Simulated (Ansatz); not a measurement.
## Li on Ni(111): change of the work function

How does one ordered layer of Li (fcc site) change the work function of Ni(111), and what dipole does each adsorbate carry?

Main program and level: Ansatz 0.2.0; plane-wave DFT, PBE, Ansatz PAW.

## Step 1: Starting point

The cell holds 4 atoms: 4 Ni. Cell: a = 2.489 Å, b = 2.489 Å, c = 24.097 Å, α = 90.0°, β = 90.0°, γ = 60.0°. Vacuum lies along c.

## Step 2: The clean slab

The bare slab comes first, as the zero from which every change is counted. The two lowest layers are held at bulk places and the upper ones relax. The dipole correction removes the false field that a one-sided slab makes across the periodic vacuum, so each face gets a flat vacuum level of its own.

input.yaml

```yaml
crystal:
  lattice:
    - [2.4890158698, 0.0, 0.0]
    - [1.2445079349, 2.1555509736, 0.0]
    - [0.0, 0.0, 24.0968188426]
  atoms:
    - { symbol: Ni, position: [0.0, 0.0, 0.3734932839], spin: 0.7 }
    - { symbol: Ni, position: [0.3333333333, 0.3333333333, 0.4578310946], spin: 0.7 }
    - { symbol: Ni, position: [0.6666666667, 0.6666666667, 0.5421689054], spin: 0.7 }
    - { symbol: Ni, position: [0.0, 0.0, 0.6265067161], spin: 0.7 }
magnetization:
  spin_polarized: true
kpoints:
  mp_grid: { grid: [12, 12, 1] }
hamiltonian:
  xc: pbe
scf:
  occupations: { method: fermi_dirac, width: 0.1 }
  convergence: { dr2_threshold: 1.0e-08 }
efield:
  axis: 3
  dipole_correction: true
  ramp_position: 0.97
  ramp_width: 0.06
relax:
  f_tol: 0.02
  max_steps: 60
  constraints: [{ sites: [0, 1] }]
output:
  write_potential: true
  write_density: true
  volumetric_format: npy
```

Run with:

```
$ ansatz run input.yaml --threads 4 --pin off --max-ram 6144MiB --backend cpu --events-out ev --progress --plain --runs-dir out
```

The log of the run:

```text
Engine: ansatz 0.2.0, x86_64-unknown-linux-gnu
Pseudopotentials: kind: paw
Pseudopotential: Ni, paw, valence charge 18, recommended cutoff 420 eV (normal), Ni.paw.azcp
Functional definition: PBE
  parameter kappa = 0.804
  parameter beta = 0.066725
  exchange = pbe_x(kappa = kappa, mu = beta*pi^2/3)
  correlation = pbe_c(beta = beta)
Crystal: 4 atoms, lattice volume = 129.284 Å³
Basis set: ecut = 420 eV, 2439 PW (Γ), exchange–correlation on 36×36×324 points (8 copies of the dense FFT grid, shifted against one another)
Bands: 45, of which v1, the nominal top of the filled ones, is band 36 counted from 1 (35 counted from 0)
Symmetry: 6 space group operations
k-points: 19 of 144 (time reversal used)
Non-local potential: Ni, projectors of the file, l = 0: 3, l = 1: 2, l = 2: 3, l = 3: 1
PAW form: soft (Blöchl's): semilocal exchange-correlation on the pseudo side does not see the compensation charge
PAW one-centre angular grid: Ni, 590 points (default); XC on 64 Gauss nodes
Initial density: superposition of atomic densities (neutral atoms: chi_scale 0, normalization atom)
Starting moments: Σ|m| = 2.8 μB on 4 of 4 sites
Initial wavefunctions: pseudopotential atomic-orbital guess
Functional: x = pbe(κ = 0.804, μ = 0.219515), c = pbe(β = 0.066725)
SCF iter   1: F=—  HF=-23353.905145 eV  |F-HF|=—  |Δ(HF+E_count)|=         —  Δρ=2.86e-2 (↑1.12e-2 ↓2.86e-2)  dr2=2.62e0  dr2_m=2.76e-1  M=2.997 μB ∫|m|=3.146 μB  β_m=1.00  ethr=3.10e-3  p=0.000 e·Å  D=5.13e-13 V/Å  ΔV_dip=-0.00 eV  dr2_dipole=4.80e-7  V_vac-E_F(+/−)=7.25/7.25 eV  ⟨swp⟩=10.9  Hψ=8806  notcnv=0  defer=16
Mixer restart at iter 1: flushing history
efield: sawtooth ramp at fractional position 0.9700 (set: `efield.ramp_position`, or a place that a band, a saddle search or an elastic batch's reference lends), width 0.0600; the density the first Hamiltonian is built on has a dipole p = 0.000 e·Å; the dipole correction subtracts the counter field D = 5.13e-13 V/Å, which shifts the + side's vacuum level by -0.00 eV against the − side's; the planar-averaged density in the ramp window peaks in size at 7.6e-6 e/Å³
preconditioner: auto → LDOS  [metal: Δε(μ)=0.005 eV  Ē_g=7.174 eV  σ=0.100 eV  W_gap=0.01  n_scr=18 (ndim 8)  ℏωp=20.7 eV  f_vac=0.604  D(μ)=7.90/eV (n_scr^D=102)]
spin=Collinear: LDOS preconditioning applied to the charge; magnetization (m = ρ↑ − ρ↓) channel mixes plain (no charge-response kernel on spin).
SCF iter   2: F=—  HF=-23354.537091 eV  |F-HF|=—  |Δ(HF+E_count)|=   6.32e-1  Δρ=1.21e-2 (↑1.21e-2 ↓9.37e-3)  dr2=4.70e-1  dr2_m=6.08e-3  M=2.950 μB ∫|m|=3.239 μB  β_m=0.32  ethr=3.10e-3  p=-0.000 e·Å  D=-1.18e-5 V/Å  ΔV_dip=0.00 eV  dr2_dipole=1.68e-7  V_vac-E_F(+/−)=6.45/6.45 eV  ⟨swp⟩=2.3  Hψ=2954  notcnv=0  defer=39
density mixer auto → msr1: a metal under ldos (density of states about μ 3.85 of a free-electron gas's, 18 screened modes)
SCF iter   3: F=—  HF=-23355.900691 eV  |F-HF|=—  |Δ(HF+E_count)|=    1.36e0  Δρ=6.31e-3 (↑6.31e-3 ↓4.98e-3)  dr2=1.22e-1  dr2_m=5.55e-3  M=2.942 μB ∫|m|=3.263 μB  β_m=0.52  ethr=6.53e-4  p=-0.000 e·Å  D=-1.94e-7 V/Å  ΔV_dip=0.00 eV  dr2_dipole=6.01e-9  V_vac-E_F(+/−)=6.01/6.01 eV  ⟨swp⟩=3.0  Hψ=2841  notcnv=0  defer=40
SCF iter   4: F=—  HF=-23357.393574 eV  |F-HF|=—  |Δ(HF+E_count)|=         —  Δρ=6.98e-3 (↑4.12e-3 ↓6.98e-3)  dr2=1.03e-1  dr2_m=3.75e-3  M=2.826 μB ∫|m|=3.215 μB  β_m=0.52  ethr=1.70e-4  p=-0.000 e·Å  D=-2.45e-6 V/Å  ΔV_dip=0.00 eV  dr2_dipole=3.16e-9  V_vac-E_F(+/−)=5.44/5.44 eV  ⟨swp⟩=3.7  Hψ=3872  notcnv=0  defer=38
SCF iter   5: F=—  HF=-23357.642354 eV  |F-HF|=—  |Δ(HF+E_count)|=   2.49e-1  Δρ=4.88e-3 (↑1.50e-3 ↓4.88e-3)  dr2=3.19e-2  dr2_m=5.57e-3  M=2.736 μB ∫|m|=3.135 μB  β_m=0.76  ethr=1.43e-4  p=0.000 e·Å  D=1.02e-6 V/Å  ΔV_dip=-0.00 eV  dr2_dipole=4.36e-9  V_vac-E_F(+/−)=5.26/5.26 eV  ⟨swp⟩=2.4  Hψ=2763  notcnv=0  defer=40
SCF iter   6: F=—  HF=-23357.693928 eV  |F-HF|=—  |Δ(HF+E_count)|=   5.16e-2  Δρ=2.88e-3 (↑1.47e-3 ↓2.88e-3)  dr2=1.26e-2  dr2_m=1.52e-3  M=2.669 μB ∫|m|=3.070 μB  β_m=0.86  ethr=4.44e-5  p=-0.000 e·Å  D=-5.88e-6 V/Å  ΔV_dip=0.00 eV  dr2_dipole=2.13e-8  V_vac-E_F(+/−)=5.15/5.15 eV  ⟨swp⟩=2.2  Hψ=2708  notcnv=0  defer=40
SCF iter   7: F=—  HF=-23357.694448 eV  |F-HF|=—  |Δ(HF+E_count)|=   5.20e-4  Δρ=2.31e-3 (↑1.35e-3 ↓2.31e-3)  dr2=9.68e-3  dr2_m=5.46e-4  M=2.662 μB ∫|m|=3.065 μB  β_m=0.72  ethr=1.75e-5  p=0.000 e·Å  D=1.37e-5 V/Å  ΔV_dip=-0.00 eV  dr2_dipole=5.05e-8  V_vac-E_F(+/−)=5.06/5.06 eV  ⟨swp⟩=2.7  Hψ=3609  notcnv=0  defer=46
SCF iter   8: F=—  HF=-23357.693229 eV  |F-HF|=—  |Δ(HF+E_count)|=   1.22e-3  Δρ=4.06e-4 (↑1.85e-4 ↓4.06e-4)  dr2=3.64e-4  dr2_m=1.71e-5  M=2.660 μB ∫|m|=3.064 μB  β_m=0.68  ethr=1.34e-5  p=-0.000 e·Å  D=-3.62e-6 V/Å  ΔV_dip=0.00 eV  dr2_dipole=1.02e-8  V_vac-E_F(+/−)=5.09/5.09 eV  ⟨swp⟩=2.0  Hψ=2577  notcnv=0  defer=48
SCF iter   9: F=—  HF=-23357.693190 eV  |F-HF|=—  |Δ(HF+E_count)|=   3.90e-5  Δρ=1.79e-4 (↑7.00e-5 ↓1.79e-4)  dr2=3.02e-5  dr2_m=1.70e-5  M=2.661 μB ∫|m|=3.067 μB  β_m=0.69  ethr=5.05e-7  p=0.000 e·Å  D=3.89e-6 V/Å  ΔV_dip=-0.00 eV  dr2_dipole=1.52e-8  V_vac-E_F(+/−)=5.09/5.09 eV  ⟨swp⟩=3.2  Hψ=3585  notcnv=0  defer=48
SCF iter  10: F=—  HF=-23357.693186 eV  |F-HF|=—  |Δ(HF+E_count)|=   3.73e-6  Δρ=5.06e-5 (↑4.29e-5 ↓5.06e-5)  dr2=1.84e-6  dr2_m=2.32e-6  M=2.661 μB ∫|m|=3.067 μB  β_m=0.80  ethr=4.19e-8  p=-0.000 e·Å  D=-3.66e-6 V/Å  ΔV_dip=0.00 eV  dr2_dipole=5.48e-9  V_vac-E_F(+/−)=5.08/5.08 eV  ⟨swp⟩=2.1  Hψ=2621  notcnv=0  defer=48
SCF iter  11: F=—  HF=-23357.693187 eV  |F-HF|=—  |Δ(HF+E_count)|=   9.70e-7  Δρ=2.04e-5 (↑1.28e-5 ↓2.04e-5)  dr2=6.06e-7  dr2_m=1.91e-7  M=2.661 μB ∫|m|=3.067 μB  β_m=0.87  ethr=2.55e-9  p=0.000 e·Å  D=7.86e-6 V/Å  ΔV_dip=-0.00 eV  dr2_dipole=2.86e-8  V_vac-E_F(+/−)=5.08/5.08 eV  ⟨swp⟩=2.0  Hψ=2534  notcnv=0  defer=48
SCF iter  12: F=—  HF=-23357.693187 eV  |F-HF|=—  |Δ(HF+E_count)|=   2.52e-7  Δρ=1.80e-5 (↑1.51e-5 ↓1.80e-5)  dr2=9.34e-7  dr2_m=1.72e-8  M=2.661 μB ∫|m|=3.067 μB  β_m=0.65  ethr=8.42e-10  p=-0.000 e·Å  D=-1.24e-5 V/Å  ΔV_dip=0.00 eV  dr2_dipole=7.48e-8  V_vac-E_F(+/−)=5.08/5.08 eV  ⟨swp⟩=2.4  Hψ=3367  notcnv=0  defer=48
SCF iter  13: F=—  HF=-23357.693187 eV  |F-HF|=—  |Δ(HF+E_count)|=   2.13e-7  Δρ=3.07e-6 (↑2.14e-6 ↓3.07e-6)  dr2=3.88e-8  dr2_m=2.54e-9  M=2.661 μB ∫|m|=3.067 μB  β_m=0.82  ethr=8.42e-10  p=-0.000 e·Å  D=-2.09e-6 V/Å  ΔV_dip=0.00 eV  dr2_dipole=9.86e-9  V_vac-E_F(+/−)=5.08/5.08 eV  ⟨swp⟩=2.1  Hψ=2507  notcnv=0  defer=48
[...]
density mixer auto → msr1: a metal under ldos (density of states about μ 3.54 of a free-electron gas's, 18 screened modes)
SCF iter   3: F=—  HF=-23357.695252 eV  |F-HF|=—  |Δ(HF+E_count)|=   3.41e-6  Δρ=3.61e-4 (↑3.61e-4 ↓2.26e-4)  dr2=1.97e-4  dr2_m=3.77e-5  M=2.664 μB ∫|m|=3.069 μB  β_m=0.44  ethr=1.15e-6  p=0.001 e·Å  D=1.05e-3 V/Å  ΔV_dip=-0.03 eV  dr2_dipole=3.96e-5  V_vac-E_F(+/−)=5.05/5.08 eV  ⟨swp⟩=1.8  Hψ=2157  notcnv=0  defer=48
SCF iter   4: F=—  HF=-23357.695307 eV  |F-HF|=—  |Δ(HF+E_count)|=   5.47e-5  Δρ=1.71e-4 (↑1.71e-4 ↓1.57e-4)  dr2=3.28e-5  dr2_m=2.05e-5  M=2.663 μB ∫|m|=3.067 μB  β_m=0.46  ethr=2.74e-7  p=0.001 e·Å  D=8.25e-4 V/Å  ΔV_dip=-0.02 eV  dr2_dipole=2.72e-8  V_vac-E_F(+/−)=5.06/5.08 eV  ⟨swp⟩=1.5  Hψ=1939  notcnv=0  defer=48
SCF iter   5: F=—  HF=-23357.695322 eV  |F-HF|=—  |Δ(HF+E_count)|=   1.50e-5  Δρ=7.38e-5 (↑5.22e-5 ↓7.38e-5)  dr2=5.12e-6  dr2_m=4.01e-6  M=2.662 μB ∫|m|=3.067 μB  β_m=0.61  ethr=4.56e-8  p=0.000 e·Å  D=6.00e-4 V/Å  ΔV_dip=-0.01 eV  dr2_dipole=8.33e-7  V_vac-E_F(+/−)=5.07/5.08 eV  ⟨swp⟩=2.1  Hψ=2955  notcnv=0  defer=48
SCF iter   6: F=—  HF=-23357.695328 eV  |F-HF|=—  |Δ(HF+E_count)|=   6.07e-6  Δρ=4.56e-5 (↑4.34e-5 ↓4.56e-5)  dr2=5.60e-6  dr2_m=7.70e-7  M=2.661 μB ∫|m|=3.066 μB  β_m=0.57  ethr=7.11e-9  p=0.000 e·Å  D=4.49e-4 V/Å  ΔV_dip=-0.01 eV  dr2_dipole=1.57e-7  V_vac-E_F(+/−)=5.07/5.08 eV  ⟨swp⟩=3.2  Hψ=3570  notcnv=0  defer=48
SCF iter   7: F=—  HF=-23357.695328 eV  |F-HF|=—  |Δ(HF+E_count)|=   4.50e-7  Δρ=2.50e-5 (↑2.50e-5 ↓1.50e-5)  dr2=2.58e-6  dr2_m=2.43e-7  M=2.661 μB ∫|m|=3.065 μB  β_m=0.52  ethr=7.11e-9  p=0.000 e·Å  D=3.65e-4 V/Å  ΔV_dip=-0.01 eV  dr2_dipole=9.17e-7  V_vac-E_F(+/−)=5.07/5.08 eV  ⟨swp⟩=2.1  Hψ=2796  notcnv=0  defer=48
SCF iter   8: F=—  HF=-23357.695328 eV  |F-HF|=—  |Δ(HF+E_count)|=   1.03e-7  Δρ=1.02e-5 (↑9.79e-6 ↓1.02e-5)  dr2=4.18e-8  dr2_m=1.01e-7  M=2.661 μB ∫|m|=3.065 μB  β_m=0.69  ethr=3.58e-9  p=0.000 e·Å  D=3.80e-4 V/Å  ΔV_dip=-0.01 eV  dr2_dipole=2.27e-9  V_vac-E_F(+/−)=5.07/5.08 eV  ⟨swp⟩=2.4  Hψ=2337  notcnv=0  defer=48
SCF iter   9: F=—  HF=-23357.695329 eV  |F-HF|=—  |Δ(HF+E_count)|=   1.87e-7  Δρ=4.88e-6 (↑4.08e-6 ↓4.88e-6)  dr2=1.37e-7  dr2_m=1.15e-8  M=2.660 μB ∫|m|=3.065 μB  β_m=0.62  ethr=5.80e-11  p=0.000 e·Å  D=3.76e-4 V/Å  ΔV_dip=-0.01 eV  dr2_dipole=2.33e-9  V_vac-E_F(+/−)=5.07/5.08 eV  ⟨swp⟩=3.1  Hψ=3709  notcnv=0  defer=48
SCF iter  10: F=—  HF=-23357.695329 eV  |F-HF|=—  |Δ(HF+E_count)|=   2.00e-9  Δρ=2.48e-6 (↑2.48e-6 ↓2.27e-6)  dr2=2.53e-8  dr2_m=3.11e-9  M=2.660 μB ∫|m|=3.065 μB  β_m=0.56  ethr=5.80e-11  p=0.000 e·Å  D=3.70e-4 V/Å  ΔV_dip=-0.01 eV  dr2_dipole=7.80e-9  V_vac-E_F(+/−)=5.07/5.08 eV  ⟨swp⟩=2.3  Hψ=3260  notcnv=0  defer=48
SCF iter  11: F=—  HF=-23357.695329 eV  |F-HF|=—  |Δ(HF+E_count)|=   4.09e-9  Δρ=1.37e-6 (↑1.37e-6 ↓1.25e-6)  dr2=3.07e-9  dr2_m=1.06e-9  M=2.660 μB ∫|m|=3.065 μB  β_m=0.56  ethr=3.52e-11  p=0.000 e·Å  D=3.74e-4 V/Å  ΔV_dip=-0.01 eV  dr2_dipole=4.13e-10  V_vac-E_F(+/−)=5.07/5.08 eV  ⟨swp⟩=2.0  Hψ=2492  notcnv=0  defer=48
SCF iter  12: F=—  HF=-23357.695329 eV  |F-HF|=—  |Δ(HF+E_count)|=  1.09e-10  Δρ=9.57e-7 (↑9.57e-7 ↓4.74e-7)  dr2=1.33e-9  dr2_m=5.61e-10  M=2.660 μB ∫|m|=3.065 μB  β_m=0.78  ethr=4.26e-12  p=0.000 e·Å  D=3.75e-4 V/Å  ΔV_dip=-0.01 eV  dr2_dipole=7.23e-11  V_vac-E_F(+/−)=5.07/5.08 eV  ⟨swp⟩=2.1  Hψ=2475  notcnv=0  defer=48
SCF iter  13: F=—  HF=-23357.695329 eV  |F-HF|=—  |Δ(HF+E_count)|=   1.55e-9  Δρ=2.68e-6 (↑4.03e-7 ↓2.68e-6)  dr2=1.70e-8  dr2_m=1.72e-9  M=2.660 μB ∫|m|=3.065 μB  β_m=0.89  ethr=1.84e-12  p=0.000 e·Å  D=3.77e-4 V/Å  ΔV_dip=-0.01 eV  dr2_dipole=1.19e-11  V_vac-E_F(+/−)=5.07/5.08 eV  ⟨swp⟩=2.0  Hψ=2401  notcnv=0  defer=48
SCF iter  14: F=-23357.695329 eV  HF=-23357.695329 eV  |F-HF|=3.09e-9  |Δ(HF+E_count)|=  7.39e-10  Δρ=9.82e-7 (↑4.18e-7 ↓9.82e-7)  dr2=3.32e-9  dr2_m=1.19e-10  M=2.660 μB ∫|m|=3.065 μB  ethr=1.84e-12  p=0.000 e·Å  D=3.78e-4 V/Å  ΔV_dip=-0.01 eV  dr2_dipole=6.55e-10  V_vac-E_F(+/−)=5.07/5.08 eV  ⟨swp⟩=6.4  Hψ=10612  notcnv=0
SCF 3 converged in 14 iterations: F = -23357.695329 eV  dr2 = 3.32e-9
relax step   3: F+E_penalty+E_count = -23357.69532857 eV  Δ(F+E_penalty+E_count) = -7.169e-4 eV  max|allowed force component| = 2.489e-3 eV/Å  Δτ_max = 0.0193 Å  (14 SCF iters, accepted)
NSCF: frozen V_eff on 19 k-points
the band table was solved once a step of the walk had ended and its energy, with any forces and stress, was formed, with the checks that follow a solve (9223 applications of the Hamiltonian). They found nothing against the state; the energy, forces and stress were not computed again (output.eigenvalues in the input reference)
WARN: The output density's exchange-correlation potential varies sharply where the density is thin. Do not read a vacuum level from v_tot or v_xc, or from such a field of the output density. On a cell that repeats whose density bears no net charge and no dipole along the vacuum's axis use v_es (v_loc + v_h of the components); under efield.dipole_correction with no amplitude use v_es + v_field, which holds any externa [...]
SCF converged after 14 iterations
Magnetization: 2.6604 μB (37.3302 up, 34.6698 down)
Absolute magnetization: 3.0681 μB (∫|ρ↑−ρ↓|, with the PAW one-centre terms)
Spin contamination: 0.0397 ħ² per cell (⟨S²⟩ above its minimum at these occupations)
Per-site moments (μB) at R_I (Å): [(0.697093, 1.026719), (0.715500, 1.024444), (0.716982, 1.017614), (0.700575, 1.017614)]
Free energy (F): -23357.695329 eV
Harris-Foulkes:  -23357.695329 eV  (|F-HF|=3.09e-9)
Internal energy: -23357.459514 eV  (E = F + TS)
E sigma→0 (E₀):  -23357.577421 eV
Entropy (-TS):   -0.235815 eV (-58.954 meV/atom)
Fermi energy:    2.806611 eV
Dipole field:    D = 0.000421 V/Å  (p = 0.000301 e·Å, saw-weighted, corrected)
Work function:   Φ+ = 5.0720 eV   Φ− = 5.0821 eV
Levels:          The Fermi level and band energies are counted from a zero that moves with the ramp; work functions are not
--- Per-component energies (eV) ---
  E_band       = -2233.047862
  E_kinetic    = 1126.070186
  E_local      = -172553.797078  (includes V_loc(G=0)·N_el)
  E_nonlocal   = 2547.333319
  E_hartree    = 84594.329656
  E_xc         = -336.334412
  E_vxc        = -433.429833  (∫ρ·V_xc dr)
  E_paw        = -6522.740084  (= ΣΔE_a)
  E_vpaw       = -2107.890509  (= ΣTr[D̂ρ^β])
  E_aug_tail   = 0.002094  (compensation charges beyond the density's cutoff)
  E_efield     = 0.000000  (sawtooth field / dipole correction)
  E_vefield    = 0.000308  (∫n·V_field dr)
  E_ewald      = 67787.676805
  E_smearing   = -0.235815  (= −TS)
  E_closure    = -0.000000  (closes the sum)
  Σ components = -23357.695329   (vs F -23357.695329, Δ=0.00e0)
--- Forces (eV/Å), atoms counted from 1 ---
  atom   1  Ni     0.00000000    -0.00000000     0.14360215
  atom   2  Ni    -0.00000000    -0.00000000    -0.14451426
  atom   3  Ni     0.00000000     0.00000000    -0.00159028
  atom   4  Ni    -0.00000000     0.00000000     0.00248866
  max |Σ_I F_I| component: 1.37e-5 eV/Å
--- Band table (eV; the first three rows and the last of 38) ---
  k-point 0 ↑: bands = [... 32 lower, 1.4980, 1.6464, 1.6464, 2.0208, 2.0208, 2.1301, 2.1788, 2.1788, ... 5 higher]
  k-point 1 ↑: bands = [... 32 lower, 1.4402, 1.5080, 1.6627, 1.6938, 1.8504, 2.0182, 2.1827, 2.7997, ... 5 higher]
  k-point 2 ↑: bands = [... 32 lower, 1.2167, 1.3936, 1.5035, 1.6730, 2.0108, 2.1822, 2.1914, 3.6577, ... 5 higher]
  k-point 18 ↓: bands = [... 32 lower, 2.7441, 2.8850, 2.8850, 2.8927, 7.8453, 8.0826, 8.0958, 8.8517, ... 5 higher]
--- Relaxed structure (3 steps of the walk, 3 accepted, 0 SCFs on fresh bases) ---
  F+E_penalty+E_count = -23357.69532857 eV   max|allowed force component| = 2.489e-3 eV/Å
  atoms:
    - { symbol: Ni, position: [0.0, 0.0, 0.373493] }
    - { symbol: Ni, position: [0.333333, 0.333333, 0.4578310946] }
    - { symbol: Ni, position: [0.666667, 0.666667, 0.541888] }
    - { symbol: Ni, position: [0, 0.0, 0.625102] }
```

Elapsed: 7.9 s, on 4 threads of AMD EPYC 9R45 (Zen 5), shared host; peak memory 0.59 GiB; 27 s of CPU time.

Reading the cycles: dr2 is the Hartree energy of the density residual (eV), the measure of convergence; HF is the Harris–Foulkes estimate of the energy, which meets the free energy F at convergence.

Step by step:

```
step  energy less that of the first step (eV)  largest force component (eV/Å)
   1                                   0.0000                          0.1468
   2                                  -0.0014                          0.0868
   3                                  -0.0021                          0.0025
```

The run keeps the 6 symmetry operations that the program found, so distortions that break them were not tested.

The atoms that moved most (Å):

```
atom     dx     dy      dz  length
 Ni4  0.000  0.000  -0.034   0.034
 Ni3  0.000  0.000  -0.007   0.007
```

Numbers from this step:

* energy at zero smearing: -23357.5774 eV
* total moment: 2.660 μB
* site moments: 0.6971, 0.7155, 0.7170, 0.7006 μB
* work function, upper face: 5.072 eV
* dipole along the normal: 3.01e-4 e·Å

Running mean over 2.032 Å of the planar mean; the ramp of the sawtooth is left out. Electron's electrostatic potential energy less the Fermi level against z:

```
z (Å)  electron's electrostatic potential energy less the Fermi level (eV)
    3                                                                 5.08
    4                                                                 5.08
    5                                                                 5.08
    6                                                                 5.03
    7                                                                 4.40
    8                                                                -3.19
    9                                                                -10.0
   10                                                                -10.3
   11                                                                -10.4
   12                                                                -10.5
   13                                                                -10.4
   14                                                                -10.6
   15                                                                -10.2
   16                                                                -3.97
   17                                                                 4.26
   18                                                                 5.01
   19                                                                 5.07
   20                                                                 5.07
   21                                                                 5.07
```

Site moment by atom:

```
atom  site moment (μB)
 Ni1             0.697
 Ni2             0.716
 Ni3             0.717
 Ni4             0.701
```

The relaxation took 3 steps and lowered the energy by 0.0021 eV; the largest force on the free atoms ends at 0.0025 eV/Å.

The work function of the upper face is 5.07 eV.

(Part 1 of 3 ends here.)

[Long decimals in the printed logs are rounded to 6 places.]

[Logs are printed without paths, hosts, clocks, repeated set-up lines and the standing remarks that a program may print on its own settings, such as how far it seeks lower states.]

[Hosts, paths, dates, database ids (printed as entryN), source tags and the programs' standing remarks are cut or masked in the printed files.]

[Maps of the electrostatic potential energy from Ansatz leave out the sawtooth potential of an applied field or a dipole correction, so their vacuum need not be flat; planar profiles and work functions include it.]
